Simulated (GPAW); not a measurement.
The O K edge of atom 2 in MnH2O2 (P1), with 1 H at 0.97 Å, 1 Mn at 2.20 Å, 1 Mn at 2.25 Å and 1 Mn at 2.27 Å (distorted tetrahedral, site symmetry 1), was computed in 2 ways: excited-electron core hole (neutral cell) and half core hole. Program and functional: GPAW, LDA, Gaussian full width 0.9 eV up to 4 eV, rising linearly to 3.5 eV at 25 eV; cells of 15 atoms.

Each run is counted from its own lowest empty level or Fermi level and scaled to a mean of 1 over its first 20 eV.

| E (eV) | run 1 | run 2 |
| --- | --- | --- |
| -2.0 | 0.00 | 0.00 |
| -1.4 | 0.00 | 0.00 |
| -0.8 | 0.02 | 0.00 |
| -0.2 | 0.36 | 0.02 |
| 0.4 | 0.99 | 0.18 |
| 1.0 | 1.07 | 0.59 |
| 1.6 | 1.38 | 0.83 |
| 2.2 | 1.85 | 1.04 |
| 2.8 | 1.71 | 1.28 |
| 3.4 | 1.23 | 1.35 |
| 4.0 | 1.42 | 1.47 |
| 4.6 | 1.94 | 1.29 |
| 5.2 | 2.16 | 1.41 |
| 5.8 | 1.88 | 1.88 |
| 6.4 | 1.42 | 2.26 |
| 7.0 | 1.01 | 2.16 |
| 7.6 | 0.83 | 1.73 |
| 8.2 | 0.82 | 1.27 |
| 8.8 | 0.80 | 1.08 |
| 9.4 | 0.69 | 1.02 |
| 10.0 | 0.57 | 0.91 |
| 10.6 | 0.53 | 0.75 |
| 11.2 | 0.58 | 0.63 |
| 11.8 | 0.66 | 0.60 |
| 12.4 | 0.70 | 0.65 |
| 13.0 | 0.69 | 0.70 |
| 13.6 | 0.67 | 0.72 |
| 14.2 | 0.67 | 0.69 |
| 14.8 | 0.70 | 0.67 |
| 15.4 | 0.73 | 0.69 |
| 16.0 | 0.75 | 0.72 |
| 16.6 | 0.74 | 0.76 |
| 17.2 | 0.73 | 0.76 |
| 17.8 | 0.74 | 0.75 |
| 18.4 | 0.76 | 0.74 |
| 19.0 | 0.80 | 0.75 |
| 19.6 | 0.83 | 0.76 |
| 20.2 | 0.86 | 0.79 |
| 20.8 | 0.88 | 0.81 |
| 21.4 | 0.90 | 0.84 |
| 22.0 | 0.92 | 0.86 |
| 22.6 | 0.93 | 0.89 |
| 23.2 | 0.93 | 0.91 |
| 23.8 | 0.92 | 0.92 |
| 24.4 | 0.89 | 0.92 |
| 25.0 | 0.86 | 0.92 |
| 25.6 | 0.82 | 0.91 |
| 26.2 | 0.78 | 0.88 |
| 26.8 | 0.74 | 0.85 |
| 27.4 | 0.70 | 0.80 |
| 28.0 | 0.68 | 0.75 |
| 28.6 | 0.67 | 0.71 |
| 29.2 | 0.67 | 0.68 |
| 29.8 | 0.68 | 0.67 |
| 30.4 | 0.69 | 0.67 |
| 31.0 | 0.70 | 0.68 |
| 31.6 | 0.70 | 0.69 |

**Question.** Which run is which?

Run 1: excited-electron core hole (neutral cell) (area from −2 to 6 eV 9.4, main maxima 2.4 eV (1.87), 5.1 eV (2.16) and 22.8 eV (0.93)). Run 2: half core hole (area from −2 to 6 eV 6.6, main maxima 3.9 eV (1.48) and 6.6 eV (2.27)). 

[Hosts, paths, dates, database ids (printed as entryN), source tags and the programs' standing remarks are cut or masked in the printed files.]

[Lists of maxima count a maximum above −3 eV only where it reaches 4 % of the highest in the window and stands out from its surroundings by 2 % of it (1.5 % where it reaches 55 %); shoulders and weaker maxima are passed over, and of the rest the first, up to two pre-edge ones and the few strongest are named.]
